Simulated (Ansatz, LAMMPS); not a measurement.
## Electronic structure of rapidly quenched Fe77P23 (at. %) (66 atoms)

What does DFT give for rapidly quenched Fe77P23 (at. %) (66 atoms) as built?

Method: Kohn-Sham DFT, PBE, PAW (set soft_2), plane waves, in Ansatz 0.2.0.

## Step 1: Starting point

The cell holds 66 atoms: 51 Fe and 15 P. Cell: a = 9.663 Å, b = 9.663 Å, c = 9.663 Å, α = 90.0°, β = 90.0°, γ = 90.0°. 66 atoms (51 Fe, 15 P) placed at random at 5.78 g/cm³, melted at 2200 K for 10 ps at fixed volume with the EAM Fe-P potential (Ackland et al., J. Phys.: Condens. Matter 16, S2629 (2004)). Quenched from 2200 K to 300 K at 1000 K/ps and zero pressure, held 5 ps.

Limits known from the start: The quench rate of 1000 K/ps far exceeds what a furnace or splat quench reaches, so expect more defects and frozen-in strain than in a real sample. The starting topology of bonds comes from the classical model, and needn't be the one that DFT or experiment would give.

## Step 2: The classical run that made the cell

A classical potential makes the cell, at a small fraction of what the same run would cost in DFT.

This step: classical MD, EAM Fe-P potential (Ackland et al., J. Phys.: Condens. Matter 16, S2629 (2004)) (LAMMPS 22 Jul 2025 - Update 4).

Contents of in.lmp:

```
# melt-quench of Fe51P15
units metal
atom_style atomic
boundary p p p
region box block 0 9.8358 0 9.8358 0 9.8358
create_box 2 box
mass 1 55.8450   # Fe
mass 2 30.9738   # P
create_atoms 1 random 51 316546 NULL overlap 1.75 maxtry 2000
create_atoms 2 random 15 316553 NULL overlap 1.75 maxtry 2000
pair_style eam/fs
pair_coeff * * FeP_mm.eam.fs Fe P
neigh_modify delay 0 every 1 check yes
thermo_style custom step time temp pe press density
thermo_modify norm yes
timestep 0.002
thermo 100
min_style cg
minimize 1e-4 1e-4 200 2000
reset_timestep 0
velocity all create 2200 316547 mom yes dist gaussian
fix lim all nve/limit 0.05
fix lan all langevin 2200 2200 0.2 316548 zero yes
thermo 500
run 1000 post no
unfix lim
unfix lan
thermo 833
fix md all nvt temp 2200 2200 0.2
run 5000 post no
unfix md
thermo 95
fix md all npt temp 2200 300 0.2 iso 0 0 2
run 950 post no
unfix md
thermo 1250
fix md all npt temp 300 300 0.2 iso 0 0 2
run 2500 post no
unfix md
write_dump all custom glass.dump id type xs ys zs modify sort id
```

On the command line:

```bash
> lmp -in in.lmp -log none -nocite
```

Output:

```text
LAMMPS (22 Jul 2025 - Update 4)
Created orthogonal box = (0 0 0) to (9.8358 9.8358 9.8358)
Created 51 atoms
Created 15 atoms
   Step          Time           Temp          PotEng         Press         Density
         0   0              0             -1.3264533      555104.36      5.7813374
        64   0.128          0             -3.3081633     -55330.045      5.7813374
Loop time of 0.0301475 s on 1 MPI rank(s) for 64 steps with 66 atoms
Minimization stats:
  Stopping criterion = energy tolerance
  Energy initial, next-to-last, final =
     -1.32645329771605  -3.30784029584486  -3.30816334718886
  Force two-norm initial, final = 93.048363 0.67083092
[... 14 lines left out ...]
[... 1 line left out ...]
Loop time of 1.47155 s on 1 MPI rank(s) for 5000 steps with 66 atoms
   Step          Time           Temp          PotEng         Press         Density
[... 12 lines left out ...]
Loop time of 0.284822 s on 1 MPI rank(s) for 950 steps with 66 atoms
   Step          Time           Temp          PotEng         Press         Density
      6950   13.9           642.23184     -3.2861805     -14376.061      5.7835564
      7500   15             290.0854      -3.3543838      1658.8732      6.1384506
      8750   17.5           341.21557     -3.3622338      6470.8477      6.130063
      9450   18.9           306.66664     -3.357303      -8577.7975      6.0961476
Loop time of 0.718275 s on 1 MPI rank(s) for 2500 steps with 66 atoms
```

The job ended after 3 s (1 thread of Arm Neoverse N1, shared host; peak memory 0.067 GiB).

## Step 3: Plane-wave single point

One self-consistent run at the given positions yields energy and forces.

Contents of input.yaml:

```yaml
crystal:
  lattice:
    - [9.66349, 0.0, 0.0]
    - [0.0, 9.66349, 0.0]
    - [0.0, 0.0, 9.66349]
  atoms:
    - { symbol: Fe, position: [0.31891, 0.29718, 0.14442], spin: 2.2 }
    - { symbol: Fe, position: [0.86097, 0.29196, 0.25257], spin: 2.2 }
    - { symbol: Fe, position: [0.69808, 0.23043, 0.79307], spin: 2.2 }
    - { symbol: Fe, position: [0.62947, 0.92882, 0.40543], spin: 2.2 }
    - { symbol: Fe, position: [0.88589, 0.0951, 0.40124], spin: 2.2 }
    - { symbol: Fe, position: [0.23935, 0.72275, 0.5719], spin: 2.2 }
    - { symbol: Fe, position: [0.07804, 0.82792, 0.74475], spin: 2.2 }
    - { symbol: Fe, position: [0.83975, 0.7591, 0.77166], spin: 2.2 }
    - { symbol: Fe, position: [0.69031, 0.03298, 0.18663], spin: 2.2 }
    - { symbol: Fe, position: [0.01012, 0.60667, 0.91278], spin: 2.2 }
    - { symbol: Fe, position: [0.05133, 0.28005, 0.51843], spin: 2.2 }
    - { symbol: Fe, position: [0.69966, 0.3633, 0.0012], spin: 2.2 }
    - { symbol: Fe, position: [0.65076, 0.87541, 0.9473], spin: 2.2 }
    - { symbol: Fe, position: [0.29726, 0.31806, 0.40743], spin: 2.2 }
    - { symbol: Fe, position: [0.82414, 0.4713, 0.77325], spin: 2.2 }
    - { symbol: Fe, position: [0.06288, 0.21707, 0.06456], spin: 2.2 }
    - { symbol: Fe, position: [0.85978, 0.99095, 0.79681], spin: 2.2 }
    - { symbol: Fe, position: [0.5914, 0.29077, 0.21754], spin: 2.2 }
    - { symbol: Fe, position: [0.38276, 0.71835, 0.29938], spin: 2.2 }
    - { symbol: Fe, position: [0.28817, 0.77125, 0.86093], spin: 2.2 }
    - { symbol: Fe, position: [0.12878, 0.15868, 0.30842], spin: 2.2 }
    - { symbol: Fe, position: [0.54435, 0.13935, 0.00932], spin: 2.2 }
    - { symbol: Fe, position: [0.96342, 0.64528, 0.19414], spin: 2.2 }
    - { symbol: Fe, position: [0.83961, 0.91339, 0.54863], spin: 2.2 }
    - { symbol: Fe, position: [0.98366, 0.2798, 0.82704], spin: 2.2 }
    - { symbol: Fe, position: [0.3241, 0.94159, 0.68867], spin: 2.2 }
    - { symbol: Fe, position: [0.11374, 0.09077, 0.72984], spin: 2.2 }
    - { symbol: Fe, position: [0.2796, 0.16622, 0.90733], spin: 2.2 }
    - { symbol: Fe, position: [0.24458, 0.58578, 0.13022], spin: 2.2 }
    - { symbol: Fe, position: [0.05549, 0.00314, 0.9519], spin: 2.2 }
    - { symbol: Fe, position: [0.67544, 0.74871, 0.16963], spin: 2.2 }
    - { symbol: Fe, position: [0.88992, 0.86664, 0.30608], spin: 2.2 }
    - { symbol: Fe, position: [0.41636, 0.10685, 0.2633], spin: 2.2 }
    - { symbol: Fe, position: [0.48043, 0.14991, 0.73101], spin: 2.2 }
    - { symbol: Fe, position: [0.52285, 0.5316, 0.11199], spin: 2.2 }
    - { symbol: Fe, position: [0.27107, 0.1069, 0.5196], spin: 2.2 }
    - { symbol: Fe, position: [0.81031, 0.14551, 0.9935], spin: 2.2 }
    - { symbol: Fe, position: [0.72795, 0.50881, 0.23549], spin: 2.2 }
    - { symbol: Fe, position: [0.45402, 0.34919, 0.93781], spin: 2.2 }
    - { symbol: Fe, position: [0.86745, 0.85275, 0.03531], spin: 2.2 }
    - { symbol: Fe, position: [0.93468, 0.43119, 0.05107], spin: 2.2 }
    - { symbol: Fe, position: [0.43057, 0.49261, 0.32901], spin: 2.2 }
    - { symbol: Fe, position: [0.54506, 0.43665, 0.74235], spin: 2.2 }
    - { symbol: Fe, position: [0.10688, 0.41152, 0.23356], spin: 2.2 }
    - { symbol: Fe, position: [0.75359, 0.62677, 0.98816], spin: 2.2 }
    - { symbol: Fe, position: [0.26655, 0.29814, 0.69576], spin: 2.2 }
    - { symbol: Fe, position: [0.60643, 0.91587, 0.69556], spin: 2.2 }
    - { symbol: Fe, position: [0.15407, 0.5418, 0.42461], spin: 2.2 }
    - { symbol: Fe, position: [0.09197, 0.95938, 0.4971], spin: 2.2 }
    - { symbol: Fe, position: [0.18287, 0.40446, 0.94237], spin: 2.2 }
    - { symbol: Fe, position: [0.90334, 0.47565, 0.4321], spin: 2.2 }
    - { symbol: P, position: [0.14678, 0.77722, 0.34574] }
    - { symbol: P, position: [0.11523, 0.77735, 0.01138] }
    - { symbol: P, position: [0.37137, 0.57421, 0.9268] }
    - { symbol: P, position: [0.35603, 0.50079, 0.57873] }
    - { symbol: P, position: [0.49374, 0.8893, 0.19286] }
    - { symbol: P, position: [0.70532, 0.41727, 0.57463] }
    - { symbol: P, position: [0.51588, 0.16886, 0.45961] }
    - { symbol: P, position: [0.44645, 0.95805, 0.86873] }
    - { symbol: P, position: [0.23659, 0.05229, 0.12316] }
    - { symbol: P, position: [0.76366, 0.70426, 0.39662] }
    - { symbol: P, position: [0.87543, 0.15099, 0.6193] }
    - { symbol: P, position: [0.45466, 0.81791, 0.52273] }
    - { symbol: P, position: [0.00457, 0.61239, 0.64424] }
    - { symbol: P, position: [0.93352, 0.06286, 0.17371] }
    - { symbol: P, position: [0.62626, 0.66612, 0.77328] }
magnetization:
  spin_polarized: true
kpoints:
  mp_grid: { grid: [2, 2, 2] }
hamiltonian:
  xc: pbe
scf:
  occupations: { method: methfessel_paxton, width: 0.15 }
output:
  forces: true
  stress: true
  populations: true
  dos:
    method: { smearing: { sigma: 0.1 } }
    de: 0.1
    projected: { site_lists: { Fe: [Fe], P: [P] } }
  eigenvalues: true
  write_density: true
  write_potential: true
  volumetric_format: npy
```

On the command line:

```bash
> ansatz run input.yaml --threads 8 --pin off --max-ram 15872MiB --backend cpu --events-out ev --progress --plain --runs-dir out
```

Output:

```text
Engine: ansatz 0.2.0, aarch64-unknown-linux-gnu
Pseudopotentials: kind: paw
Pseudopotential: Fe, paw, valence charge 16, recommended cutoff 420 eV (normal), Fe.paw.azcp
Pseudopotential: P, paw, valence charge 5, recommended cutoff 420 eV (normal), P.paw.azcp
[... 5 lines on functional and potentials left out ...]
Crystal: 66 atoms, lattice volume = 902.406 Å³
Basis set: ecut = 420 eV, 17557 PW (Γ), exchange–correlation on 144×144×144 points (8 copies of the dense FFT grid, shifted against one another)
Bands: 602, of which v1, the nominal top of the filled ones, is band 446 counted from 1 (445 counted from 0)
Symmetry: 1 space group operations
Space group: P1 (ITA 1), of the structure as read, at distance tolerance 9.7e-5 Å
Magnetic group: BNS 1.1 (UNI 1), of the structure as read, at distance tolerance 9.7e-5 Å
k-points: 8
[... 5 lines on functional and potentials left out ...]
Initial density: superposition of atomic densities (chi_scale 0.1, normalization cell)
Starting moments: Σ|m| = 112.2 μB on 51 of 66 sites
Initial wavefunctions: pseudopotential atomic-orbital guess
Functional: x = pbe(κ = 0.804, μ = 0.219515), c = pbe(β = 0.066725)
SCF iter   1: F=—  HF=-239812.405753 eV  |F-HF|=—  |Δ(HF+E_count)|=         —  Δρ=6.20e-2 (↑3.88e-2 ↓6.20e-2)  dr2=6.61e1  dr2_m=1.02e1  M=106.310 μB ∫|m|=111.048 μB  β_m=0.30  ethr=3.10e-3  ⟨swp⟩=5.2  Hψ=33614  notcnv=0  defer=223
Mixer restart at iter 1: flushing history
preconditioner: auto → Kerker (q_TF=auto, 2.723 Å⁻¹)  [metal: Δε(μ)=0.002 eV  Ē_g=6.388 eV  σ=0.150 eV  W_gap=0.01  n_scr=304 (ndim 8)  ℏωp=27.2 eV  f_vac=0.001  D(μ)=80.26/eV (n_scr^D=1020)]
spin=Collinear: Kerker preconditioning applied to the charge; magnetization (m = ρ↑ − ρ↓) channel mixes plain (no charge-response kernel on spin).
SCF iter   2: F=—  HF=-239806.385100 eV  |F-HF|=—  |Δ(HF+E_count)|=    6.02e0  Δρ=4.39e-2 (↑3.26e-2 ↓4.39e-2)  dr2=4.79e1  dr2_m=1.00e1  M=113.520 μB ∫|m|=119.394 μB  β_m=0.48  ethr=3.10e-3  ⟨swp⟩=2.5  Hψ=14217  notcnv=0  defer=1403
SCF iter   3: F=—  HF=-239821.149579 eV  |F-HF|=—  |Δ(HF+E_count)|=    1.48e1  Δρ=2.86e-2 (↑2.86e-2 ↓2.36e-2)  dr2=3.89e1  dr2_m=4.24e0  M=113.952 μB ∫|m|=121.112 μB  β_m=0.74  ethr=3.10e-3  ⟨swp⟩=2.0  Hψ=10509  notcnv=0  defer=1403
SCF iter   4: F=—  HF=-239832.044356 eV  |F-HF|=—  |Δ(HF+E_count)|=    1.09e1  Δρ=1.50e-2 (↑1.50e-2 ↓7.78e-3)  dr2=1.08e1  dr2_m=5.92e-1  M=112.321 μB ∫|m|=121.336 μB  β_m=0.79  ethr=3.10e-3  ⟨swp⟩=2.0  Hψ=11998  notcnv=0  defer=1411
SCF iter   5: F=—  HF=-239830.764881 eV  |F-HF|=—  |Δ(HF+E_count)|=    1.28e0  Δρ=1.15e-2 (↑1.09e-2 ↓1.15e-2)  dr2=3.50e0  dr2_m=1.43e-1  M=111.367 μB ∫|m|=120.519 μB  β_m=0.67  ethr=1.22e-3  ⟨swp⟩=2.0  Hψ=12272  notcnv=0  defer=1415
SCF iter   6: F=—  HF=-239830.715243 eV  |F-HF|=—  |Δ(HF+E_count)|=   4.96e-2  Δρ=6.01e-3 (↑5.84e-3 ↓6.01e-3)  dr2=4.55e-1  dr2_m=1.83e-1  M=112.024 μB ∫|m|=121.181 μB  β_m=0.84  ethr=3.93e-4  ⟨swp⟩=2.0  Hψ=16949  notcnv=0  defer=1420
SCF iter   7: F=—  HF=-239830.926111 eV  |F-HF|=—  |Δ(HF+E_count)|=   2.11e-1  Δρ=3.80e-3 (↑3.80e-3 ↓2.30e-3)  dr2=2.89e-1  dr2_m=7.72e-3  M=113.225 μB ∫|m|=122.358 μB  β_m=0.83  ethr=5.11e-5  ⟨swp⟩=2.0  Hψ=16843  notcnv=0  defer=1420
SCF iter   8: F=—  HF=-239830.904504 eV  |F-HF|=—  |Δ(HF+E_count)|=         —  Δρ=2.33e-3 (↑2.33e-3 ↓1.34e-3)  dr2=1.19e-1  dr2_m=4.41e-3  M=113.005 μB ∫|m|=122.112 μB  β_m=0.83  ethr=3.24e-5  ⟨swp⟩=2.1  Hψ=18184  notcnv=0  defer=1419
SCF iter   9: F=—  HF=-239830.907764 eV  |F-HF|=—  |Δ(HF+E_count)|=   3.26e-3  Δρ=1.80e-3 (↑1.80e-3 ↓1.38e-3)  dr2=6.51e-2  dr2_m=1.93e-3  M=112.859 μB ∫|m|=121.962 μB  β_m=0.64  ethr=1.33e-5  ⟨swp⟩=2.0  Hψ=17813  notcnv=0  defer=1416
[...]
iteration 14: the input's own smearing fills from here on; a Gaussian of 0.15 eV has filled iterations ahead of it
[...]
SCF iter  23: F=—  HF=-239830.518777 eV  |F-HF|=—  |Δ(HF+E_count)|=   8.83e-6  S|Δr|=    0.00e0  Δρ=7.67e-5 (↑4.40e-5 ↓7.67e-5)  dr2=1.37e-4  dr2_m=8.07e-6  M=113.303 μB ∫|m|=122.491 μB  β_m=0.51  ethr=1.39e-9  ⟨swp⟩=2.0  Hψ=15916  notcnv=0  defer=1410
SCF iter  24: F=—  HF=-239830.518778 eV  |F-HF|=—  |Δ(HF+E_count)|=   2.29e-7  S|Δr|=    0.00e0  Δρ=6.41e-5 (↑4.05e-5 ↓6.41e-5)  dr2=1.01e-4  dr2_m=4.89e-6  M=113.307 μB ∫|m|=122.494 μB  β_m=0.48  ethr=1.39e-9  ⟨swp⟩=2.0  Hψ=15396  notcnv=0  defer=1410
SCF iter  25: F=—  HF=-239830.518779 eV  |F-HF|=—  |Δ(HF+E_count)|=   1.76e-6  S|Δr|=    0.00e0  Δρ=6.25e-5 (↑3.93e-5 ↓6.25e-5)  dr2=1.23e-4  dr2_m=2.94e-6  M=113.308 μB ∫|m|=122.495 μB  β_m=0.32  ethr=1.39e-9  ⟨swp⟩=2.0  Hψ=15233  notcnv=0  defer=1410
SCF iter  26: F=—  HF=-239830.518777 eV  |F-HF|=—  |Δ(HF+E_count)|=   1.98e-6  S|Δr|=    0.00e0  Δρ=4.98e-5 (↑2.68e-5 ↓4.98e-5)  dr2=6.65e-5  dr2_m=1.97e-6  M=113.309 μB ∫|m|=122.497 μB  β_m=0.23  ethr=1.39e-9  ⟨swp⟩=2.0  Hψ=15139  notcnv=0  defer=1410
SCF iter  27: F=—  HF=-239830.518775 eV  |F-HF|=—  |Δ(HF+E_count)|=   2.04e-6  S|Δr|=    0.00e0  Δρ=1.13e-5 (↑8.61e-6 ↓1.13e-5)  dr2=1.69e-6  dr2_m=4.63e-7  M=113.310 μB ∫|m|=122.498 μB  β_m=0.42  ethr=1.39e-9  ⟨swp⟩=2.0  Hψ=12483  notcnv=0  defer=1410
SCF iter  28: F=—  HF=-239830.518776 eV  |F-HF|=—  |Δ(HF+E_count)|=   3.34e-7  S|Δr|=    0.00e0  Δρ=1.77e-5 (↑1.06e-5 ↓1.77e-5)  dr2=7.82e-6  dr2_m=3.69e-7  M=113.311 μB ∫|m|=122.498 μB  β_m=0.42  ethr=1.90e-10  ⟨swp⟩=2.0  Hψ=11233  notcnv=0  defer=1410
SCF iter  29: F=—  HF=-239830.518776 eV  |F-HF|=—  |Δ(HF+E_count)|=   1.57e-7  S|Δr|=    0.00e0  Δρ=2.00e-5 (↑1.30e-5 ↓2.00e-5)  dr2=1.08e-5  dr2_m=3.11e-7  M=113.311 μB ∫|m|=122.499 μB  β_m=0.30  ethr=1.90e-10  ⟨swp⟩=2.0  Hψ=13787  notcnv=0  defer=1410
SCF iter  30: F=—  HF=-239830.518776 eV  |F-HF|=—  |Δ(HF+E_count)|=   2.53e-7  S|Δr|=    0.00e0  Δρ=1.17e-5 (↑5.97e-6 ↓1.17e-5)  dr2=3.14e-6  dr2_m=1.34e-7  M=113.311 μB ∫|m|=122.499 μB  β_m=0.23  ethr=1.90e-10  ⟨swp⟩=2.1  Hψ=15047  notcnv=0  defer=1410
SCF iter  31: F=—  HF=-239830.518776 eV  |F-HF|=—  |Δ(HF+E_count)|=   5.07e-8  S|Δr|=    0.00e0  Δρ=7.40e-6 (↑5.46e-6 ↓7.40e-6)  dr2=1.53e-6  dr2_m=6.67e-8  M=113.312 μB ∫|m|=122.499 μB  β_m=0.18  ethr=1.90e-10  ⟨swp⟩=2.0  Hψ=10744  notcnv=0  defer=1410
SCF iter  32: F=-239830.518776 eV  HF=-239830.518776 eV  |F-HF|=2.36e-8  |Δ(HF+E_count)|=   3.59e-8  S|Δr|=    0.00e0  Δρ=2.52e-6 (↑1.96e-6 ↓2.52e-6)  dr2=4.54e-8  dr2_m=2.72e-8  M=113.312 μB ∫|m|=122.499 μB  ethr=1.12e-11  ⟨swp⟩=14.9  Hψ=69204  notcnv=0
SCF 1 converged in 32 iterations: F = -239830.518776 eV  dr2 = 4.54e-8
  greatest PAW one-centre occupation: 1.003 electrons in one spin orbital (limit 2), on the Fe atom at site 41 (counted from 0), in its partial waves of l = 1
some or all of what a close reads of its open shells is tried by no SCF: some or all of their fillings by name were not asked, since the model of its bands would take too long in so large a cell. Whether a lower state lies along it is not known (a run that goes on reads the state that it goes on from)
this state was not tested for a lower state beside it, because cold or Methfessel-Paxton smearing, or corrected tetrahedra, fill the levels in a way that the test cannot read (fill_not_monotonic; see scf.lower_state_search)
SCF converged after 32 iterations
Magnetization: 113.3118 μB (502.1559 up, 388.8441 down)
Absolute magnetization: 122.5115 μB (∫|ρ↑−ρ↓|, with the PAW one-centre terms)
Spin contamination: 2.8898 ħ² per cell (⟨S²⟩ above its minimum at these occupations)
Per-site moments (μB) at R_I (Å): [(2.569869, 0.975228), (2.534557, 0.988363), (2.270076, 0.957569), (2.078451, 0.948503), (1.919021, 0.898294), [...]
Free energy (F): -239830.518776 eV
Harris-Foulkes:  -239830.518776 eV  (|F-HF|=2.36e-8)
Internal energy: -239830.519817 eV  (E = F + TS)
E sigma→0 (E₀):  -239830.519036 eV
Entropy (-TS):   0.001042 eV (0.016 meV/atom)
Fermi energy:    14.179030 eV
Step filling:    the computed levels leave a gap of 0.0024 eV = 0.0 smearing widths at the electron count; against every level under it full and every level over it empty, smearing changes F+E_penalty+E_count by -8.691 meV and its σ→0 estimate by -8.952 meV
--- Per-component energies (eV) ---
  E_band       = -13857.872416
  E_kinetic    = 18882.191485
  E_local      = -156323.207697  (includes V_loc(G=0)·N_el)
  E_nonlocal   = 11725.199582
  E_hartree    = 67948.534809
  E_xc         = -6896.422870
  E_vxc        = -8602.590420  (∫ρ·V_xc dr)
  E_paw        = -78270.397092  (= ΣΔE_a)
  E_vpaw       = -15436.605287  (= ΣTr[D̂ρ^β])
  E_aug_tail   = 0.043369  (compensation charges beyond the density's cutoff)
  E_ewald      = -96896.461403
  E_smearing   = 0.001042  (= −TS)
  E_closure    = 0.000000  (closes the sum)
  Σ components = -239830.518776   (vs F -239830.518776, Δ=0.00e0)
--- Forces (eV/Å), atoms counted from 1 ---
  atom   1  Fe     0.29720019    -0.06834268     0.10369963
  atom   2  Fe     0.23398838    -0.06081196    -0.35521951
  atom   3  Fe     0.50253085     0.14381853    -1.35177756
  atom   4  Fe    -0.69796970    -0.29820188    -0.15260570
  atom   5  Fe    -0.36517229     0.27521118    -0.21585450
  atom   6  Fe     0.20070114     0.42358464     0.08477444
  atom   7  Fe    -0.04122020    -0.18104699    -0.11021596
  atom   8  Fe    -0.42427179    -1.05735365    -0.59624340
  atom   9  Fe     0.46691780     0.01291439     0.26320640
  atom  10  Fe     0.09546690    -0.17045452    -1.21510525
  atom  11  Fe    -0.01268101    -0.15134350    -0.25611139
  atom  12  Fe     0.06192909     0.95993905    -0.06412525
  atom  13  Fe    -0.71614624     0.23949903    -0.15694998
  atom  14  Fe     0.08658220     0.04783745     0.66517152
[...]
atom  65  P     -0.51874199    -0.64451248     0.21239304
  atom  66  P      0.86708835     0.21328546     0.53003807
  max |Σ_I F_I| component: 2.50e-5 eV/Å
--- Stress (GPa, compression-positive) ---
       -7.784355       1.398097       0.372690
        1.398093      -5.340096      -1.728308
        0.372691      -1.728305      -6.918391
  P = ⅓ Tr σ = -6.6809 GPa (-66.809 kbar)
--- Band table (eV; the first three rows and the last of 16) ---
  k-point 0 ↑: bands = ["-74.3295", "-74.2921", "-74.2016", "-74.1993", [... 586 levels ...], "22.0265", "22.0994", "22.1535", "22.1847", "22.2192", "22.3504", "22.4319", "22.5001", "22.5758", "22.5993", "22.6997", "22.7313"]
[...]
--- Löwdin populations: 66 sites ---
  site symbol       q [e]    m [muB]
     0     Fe     15.6760     2.6347
     1     Fe     15.7135     2.5900
     2     Fe     15.7004     2.3494
[...]
65      P      5.3102    -0.2063
  spilling = 0.012323 (of n_electrons = 891.000000)
```

Elapsed: 29 min, on 8 threads of Arm Neoverse N1, shared host; peak memory 11 GiB; 2.5 h of CPU time.

The program notes that it cut back its work space to fit the memory limit and the stability of the SCF solution was not settled.

The run gave:

```yaml
free_energy: -239830.5188 eV
free_energy_per_atom: -3633.7957 eV/atom
scf_cycles: 32
pressure: -6.681 GPa
r_m_s_force_component: 0.5708 eV/Å
longest_force: 1.959 eV/Å
fermi_energy: 14.18 eV
levels_partly_filled_by_over_2_per_cent: 124
total_moment: 113.3 μB
absolute_moment: 122.5 μB
spilling_of_the_projection: 0.01232
```

Neighbours are counted within 3.23 Å (Fe-Fe), 3.18 Å (Fe-P).

Length of the force by element and coordination:

```
element  coordination  atoms  mean length of the force (eV/Å)  spread  least   most
     Fe           all     51                            0.903   0.411  0.216   1.96
     Fe             8      1                            0.421       0  0.421  0.421
     Fe             9      3                            0.913   0.359  0.526   1.39
     Fe            10      6                             1.05   0.499  0.476   1.63
     Fe            11     16                             1.06   0.336  0.600   1.96
     Fe            12     14                            0.898   0.359  0.216   1.73
     Fe            13      9                            0.715   0.375  0.298   1.58
     Fe            14      2                            0.276  0.0461  0.230  0.322
      P           all     15                            0.930   0.301  0.490   1.51
      P             4      1                            0.811       0  0.811  0.811
      P             5      1                             1.16       0   1.16   1.16
      P             6      5                            0.996   0.296  0.535   1.30
      P             7      6                            0.771   0.238  0.490   1.25
      P             8      1                             1.51       0   1.51   1.51
      P             9      1                            0.854       0  0.854  0.854
```

[end of part 1 of 2]

[Long decimals in the printed logs are rounded to 6 places.]

[Logs are printed without paths, hosts, clocks, repeated set-up lines and the standing remarks that a program may print on its own settings, such as how far it seeks lower states.]

[Hosts, paths, dates, database ids (printed as entryN), source tags and the programs' standing remarks are cut or masked in the printed files.]
